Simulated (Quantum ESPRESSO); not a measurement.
# FeClO: parallel and opposed starts

Wanted: the moments of FeClO and the energy of each order that was tried.

Program: Quantum ESPRESSO 7.5. Level of theory: LDA with U = 4.5 eV on Fe d (ortho-atomic projectors); plane waves with GBRV 1.5 LDA potentials, no spin-orbit coupling. Results are calculated unless marked as measured.

**1. The starting structure**

The structure is orthorhombic, space group Pmmn (No. 59). Conventional cell: a = 3.302 Å, b = 3.780 Å, c = 7.917 Å, α = 90.00°, β = 90.00°, γ = 90.00°. Fe has 4 O at 1.96 to 2.10 Å and 2 Cl at 2.37 Å nearest. Nearest to Cl lie 2 Fe at 2.37 Å. O has 4 Fe at 1.96 to 2.10 Å nearest. Farther neighbours and most contacts between anions are not listed.

The cell comes from the Crystallography Open Database.

**2. Start 1: ferro ++**

The signs are those of the starting moments on the seeded atoms, the atoms that are given a moment.

Contents of pw.in:

```
&CONTROL
  calculation = 'scf'
  prefix = 'pwscf'
  outdir = './tmp'
  pseudo_dir = './pseudo'
  disk_io = 'nowf'
/
&SYSTEM
  ibrav = 0
  celldm(1) = 8
  nat = 6
  ntyp = 3
  ecutwfc = 40
  ecutrho = 280
  nbnd = 43
  occupations = 'smearing'
  smearing = 'fd'
  degauss = 0.00367493
  nspin = 2
  starting_magnetization(1) = 0.25
  starting_magnetization(2) = 0
  starting_magnetization(3) = 0
/
&ELECTRONS
  conv_thr = 1.2d-08
  electron_maxstep = 150
  mixing_beta = 0.3
/
ATOMIC_SPECIES
Fe     55.8450 fe_lda_v1.5.uspp.F.UPF
Cl     35.4500 cl_lda_v1.4.uspp.F.UPF
O      15.9990 o_lda_v1.2.uspp.F.UPF
CELL_PARAMETERS alat
   0.7799844579393    0.0000000000000    0.0000000000000
   0.0000000000000    0.8928955938857    0.0000000000000
   0.0000000000000    0.0000000000000    1.8701202160828
ATOMIC_POSITIONS crystal
Fe      0.5000000000    0.0000000000    0.1156800000
Fe      0.0000000000    0.5000000000    0.8843200000
Cl      0.0000000000    0.0000000000    0.3300300000
Cl      0.5000000000    0.5000000000    0.6699700000
O       0.0000000000    0.0000000000    0.9516800000
O       0.5000000000    0.5000000000    0.0483200000
K_POINTS automatic
6 6 6 0 0 0
HUBBARD {ortho-atomic}
U Fe-3d 4.5000
```

Run with:

```console
> OMP_NUM_THREADS=1 mpirun -n 4 pw.x -nk 4 -in pw.in > pw.out
```

Output:

```text
Program PWSCF v.7.5 starts

     Message from routine setup:
     using ibrav=0 with symmetry is DISCOURAGED, use correct ibrav instead

     K-points division:     npool     =       4
     Subspace diagonalization in iterative solution of the eigenvalue problem:

     G-vector sticks info
     --------------------
     sticks:   dense  smooth     PW     G-vecs:    dense   smooth      PW
     Sum         995     569    171                52785    22817    3875

     Using Slab Decomposition

     bravais-lattice index     =            0
     lattice parameter (alat)  =       8.0000  a.u.
     unit-cell volume          =     666.8469 (a.u.)^3
     number of atoms/cell      =            6
     number of atomic types    =            3
     number of electrons       =        58.00
     number of Kohn-Sham states=           43
     kinetic-energy cutoff     =      40.0000  Ry
     charge density cutoff     =     280.0000  Ry
     scf convergence threshold =      1.2E-08
     mixing beta               =       0.3000
     number of iterations used =            8  plain     mixing
     Exchange-correlation= SLA  PZ   NOGX NOGC
                           (   1   1   0   0   0   0   0)
     Hubbard projectors: ortho-atomic
     Hubbard parameters of DFT+U (Dudarev formulation) in eV:
     U(Fe-3d) =  4.5000

     Internal variables: lda_plus_u =T, lda_plus_u_kind = 0

     Internal variables: orbital_resolved =F, hub_pot_fix =F, apply_U = F

     celldm(1)=   8.000000  celldm(2)=   0.000000  celldm(3)=   0.000000
     celldm(4)=   0.000000  celldm(5)=   0.000000  celldm(6)=   0.000000

     crystal axes: (cart. coord. in units of alat)
               a(1) = (   0.779984   0.000000   0.000000 )
               a(2) = (   0.000000   0.892896   0.000000 )
               a(3) = (   0.000000   0.000000   1.870120 )

     reciprocal axes: (cart. coord. in units 2 pi/alat)
               b(1) = (  1.282077  0.000000  0.000000 )
               b(2) = (  0.000000  1.119952  0.000000 )
               b(3) = (  0.000000  0.000000  0.534725 )

     PseudoPot. # 1 for Fe read from file:
     fe_lda_v1.5.uspp.F.UPF
     Pseudo is Ultrasoft + core correction, Zval = 16.0
     Generated by new atomic code, or converted to UPF format
     Using radial grid of  861 points,  6 beta functions with:
                l(1) =   0
                l(2) =   0
                l(3) =   1
                l(4) =   1
                l(5) =   2
                l(6) =   2
     Q(r) pseudized with  8 coefficients,  rinner =    1.000   1.000   1.000
                                                       1.000   1.000

     PseudoPot. # 2 for Cl read from file:
     cl_lda_v1.4.uspp.F.UPF
     Pseudo is Ultrasoft + core correction, Zval =  7.0
     Generated by new atomic code, or converted to UPF format
     Using radial grid of  909 points,  6 beta functions with:
                l(1) =   0
                l(2) =   0
                l(3) =   1
                l(4) =   1
                l(5) =   2
                l(6) =   2
     Q(r) pseudized with  8 coefficients,  rinner =    1.300   1.300   1.300
                                                       1.300   1.300

     PseudoPot. # 3 for O  read from file:
     o_lda_v1.2.uspp.F.UPF
     Pseudo is Ultrasoft + core correction, Zval =  6.0
     Generated by new atomic code, or converted to UPF format
     Using radial grid of  737 points,  5 beta functions with:
                l(1) =   0
                l(2) =   0
                l(3) =   1
                l(4) =   1
                l(5) =   2
     Q(r) pseudized with  8 coefficients,  rinner =    0.900   0.900   0.900
                                                       0.900   0.900

     atomic species   valence    mass     pseudopotential
     Fe               16.00    55.84500     Fe( 1.00)
     Cl                7.00    35.45000     Cl( 1.00)
     O                 6.00    15.99900     O ( 1.00)

     Starting magnetic structure
     atomic species   magnetization
     Fe              0.250
     Cl              0.000
     O               0.000

      8 Sym. Ops., with inversion, found ( 4 have fractional translation)

   Cartesian axes

     site n.     atom                  positions (alat units)
         1        Fe     tau(   1) = (   0.3899922   0.0000000   0.2163355  )
         2        Fe     tau(   2) = (   0.0000000   0.4464478   1.6537847  )
         3        Cl     tau(   3) = (   0.0000000   0.0000000   0.6171958  )
         4        Cl     tau(   4) = (   0.3899922   0.4464478   1.2529244  )
         5        O      tau(   5) = (   0.0000000   0.0000000   1.7797560  )
         6        O      tau(   6) = (   0.3899922   0.4464478   0.0903642  )

     number of k points=    64  Fermi-Dirac smearing, width (Ry)=  0.0037
                       cart. coord. in units 2pi/alat
        k(    1) = (   0.0000000   0.0000000   0.0000000), wk =   0.0046296
        k(    2) = (   0.0000000   0.0000000   0.0891208), wk =   0.0092593
        k(    3) = (   0.0000000   0.0000000   0.1782417), wk =   0.0092593
        k(    4) = (   0.0000000   0.0000000  -0.2673625), wk =   0.0046296
        k(    5) = (   0.0000000   0.1866586   0.0000000), wk =   0.0092593
        [... 59 further k-points ...]

     Dense  grid:    52785 G-vectors     FFT dimensions: (  36,  40,  80)

     Smooth grid:    22817 G-vectors     FFT dimensions: (  30,  30,  64)

     Check: negative core charge=   -0.000025
     Generating pointlists ...
     new r_m :   0.1914 (alat units)  1.5308 (a.u.) for type    1
     new r_m :   0.2307 (alat units)  1.8456 (a.u.) for type    2
     new r_m :   0.1914 (alat units)  1.5308 (a.u.) for type    3

     Initial potential from superposition of free atoms

     starting charge      56.0000, renormalised to      58.0000

     negative rho (up, down):  1.489E-02 1.500E-02

     STARTING HUBBARD OCCUPATIONS:

     =================== HUBBARD OCCUPATIONS ===================
     ------------------------ ATOM    1 ------------------------
     Tr[ns(  1)] (up, down, total) =   5.00000  0.00000  5.00000
     Atomic magnetic moment for atom   1 =   5.00000
     [... lines left out ...]
     ------------------------ ATOM    2 ------------------------
     Tr[ns(  2)] (up, down, total) =   5.00000  0.00000  5.00000
     Atomic magnetic moment for atom   2 =   5.00000
     [... lines left out ...]
     Number of occupied Hubbard levels =   10.0000

     Atomic wfc used for Hubbard projectors are orthogonalized

     Starting wfcs are   42 randomized atomic wfcs +    1 random wfcs

     Self-consistent Calculation

     iteration #  1     ecut=    40.00 Ry     beta= 0.30
     Davidson diagonalization with overlap
     ethr =  1.00E-02,  avg # of iterations =  5.7

     =================== HUBBARD OCCUPATIONS ===================
     ------------------------ ATOM    1 ------------------------
     Tr[ns(  1)] (up, down, total) =   4.94348  0.33634  5.27983
     Atomic magnetic moment for atom   1 =   4.60714
     [... lines left out ...]
     ------------------------ ATOM    2 ------------------------
     Tr[ns(  2)] (up, down, total) =   4.94348  0.33634  5.27983
     Atomic magnetic moment for atom   2 =   4.60714
     [... lines left out ...]
     Number of occupied Hubbard levels =   10.5597

     negative rho (up, down):  1.463E-02 1.454E-02

     total energy              =    -631.27113978 Ry
     estimated scf accuracy    <       1.59648969 Ry

     total magnetization       =    10.00 Bohr mag/cell
     absolute magnetization    =    10.00 Bohr mag/cell

     iteration #  2     ecut=    40.00 Ry     beta= 0.30
     Davidson diagonalization with overlap
     ethr =  2.75E-03,  avg # of iterations =  1.9

     negative rho (up, down):  1.449E-02 1.423E-02

     total energy              =    -631.57695627 Ry
     estimated scf accuracy    <       0.14490106 Ry

     total magnetization       =    10.00 Bohr mag/cell
     absolute magnetization    =    10.00 Bohr mag/cell

     iteration #  3     ecut=    40.00 Ry     beta= 0.30
     Davidson diagonalization with overlap
     ethr =  2.50E-04,  avg # of iterations =  6.0

     negative rho (up, down):  1.436E-02 1.393E-02

     total energy              =    -631.59811016 Ry
     estimated scf accuracy    <       0.04183492 Ry

     total magnetization       =    10.00 Bohr mag/cell
     absolute magnetization    =    10.00 Bohr mag/cell

     [... further iterations left out ...]

     iteration #  9     ecut=    40.00 Ry     beta= 0.30
     Davidson diagonalization with overlap
     ethr =  5.49E-08,  avg # of iterations =  2.2

     negative rho (up, down):  1.426E-02 1.348E-02

     total energy              =    -631.60875315 Ry
     estimated scf accuracy    <       0.00003421 Ry

     total magnetization       =    10.00 Bohr mag/cell
     absolute magnetization    =    10.00 Bohr mag/cell

     iteration # 10     ecut=    40.00 Ry     beta= 0.30
     Davidson diagonalization with overlap
     ethr =  5.49E-08,  avg # of iterations =  1.5

     negative rho (up, down):  1.425E-02 1.348E-02

     total energy              =    -631.60875928 Ry
     estimated scf accuracy    <       0.00000074 Ry

     total magnetization       =    10.00 Bohr mag/cell
     absolute magnetization    =    10.00 Bohr mag/cell

     iteration # 11     ecut=    40.00 Ry     beta= 0.30
     Davidson diagonalization with overlap
     ethr =  1.28E-09,  avg # of iterations =  4.1

     negative rho (up, down):  1.425E-02 1.347E-02

     total energy              =    -631.60875957 Ry
     estimated scf accuracy    <       0.00000004 Ry

     total magnetization       =    10.00 Bohr mag/cell
     absolute magnetization    =    10.00 Bohr mag/cell

     iteration # 12     ecut=    40.00 Ry     beta= 0.30
     Davidson diagonalization with overlap
     ethr =  6.77E-11,  avg # of iterations =  2.0

     negative rho (up, down):  1.425E-02 1.347E-02

     Magnetic moment per site  (integrated on atomic sphere of radius R)
     atom   1 (R=0.191)  charge= 12.9028  magn=  3.8867
     atom   2 (R=0.191)  charge= 12.9028  magn=  3.8867
     atom   3 (R=0.231)  charge=  5.1294  magn=  0.2027
     atom   4 (R=0.231)  charge=  5.1294  magn=  0.2027
     atom   5 (R=0.191)  charge=  5.4128  magn=  0.4091
     atom   6 (R=0.191)  charge=  5.4128  magn=  0.4091

     End of self-consistent calculation

     =================== HUBBARD OCCUPATIONS ===================
     ------------------------ ATOM    1 ------------------------
     Tr[ns(  1)] (up, down, total) =   4.98064  0.75834  5.73898
     Atomic magnetic moment for atom   1 =   4.22230
     [... lines left out ...]
     ------------------------ ATOM    2 ------------------------
     Tr[ns(  2)] (up, down, total) =   4.98064  0.75834  5.73898
     Atomic magnetic moment for atom   2 =   4.22230
     [... lines left out ...]
     Number of occupied Hubbard levels =   11.4780

     Number of k-points >= 100: set verbosity='high' to print the bands.

     the Fermi energy is     6.0407 ev

!    total energy              =    -631.60875959 Ry
     estimated scf accuracy    <          5.0E-09 Ry
     smearing contrib. (-TS)   =      -0.00000002 Ry
     internal energy E=F+TS    =    -631.60875956 Ry

     The total energy is F=E-TS. E is the sum of the following terms:
     one-electron contribution =    -660.26489803 Ry
     hartree contribution      =     347.65397885 Ry
     xc contribution           =     -90.72299566 Ry
     ewald contribution        =    -228.48034391 Ry
     Hubbard energy            =       0.20549919 Ry

     total magnetization       =    10.00 Bohr mag/cell
     absolute magnetization    =    10.00 Bohr mag/cell

     convergence has been achieved in  12 iterations

=------------------------------------------------------------------------------=
   JOB DONE.
=------------------------------------------------------------------------------=
```

It took 43 s on 4 MPI ranks of AMD EPYC 9R14 (Zen 4), shared host; peak memory 0.88 GiB.

Spin moment in the atom's sphere by atom:

```
atom  spin moment in the atom's sphere (μB)
 Fe1                                   3.89
 Fe2                                   3.89
 Cl3                                   0.20
 Cl4                                   0.20
  O5                                   0.41
  O6                                   0.41
```

Numbers from this step:

```yaml
smearing_term_ts: 3.23e-7 eV
magnetization: 10 μB
absolute_magnetization: 10.00 μB
final_state: ferromagnetic
```

(Continued in part 2 of 3.)

[Logs and program files are shortened in this print: banners, set-up blocks, solver, clock and traceback lines can be left out without a mark of their own.]

[Logs are printed without paths, hosts, clocks, repeated set-up lines and the standing remarks that a program may print on its own settings, such as how far it seeks lower states.]

[Hosts, paths, dates, database ids (printed as entryN), source tags and the programs' standing remarks are cut or masked in the printed files.]

[Where a cell is said to come from a database of computed structures, the database is the Materials Project.]
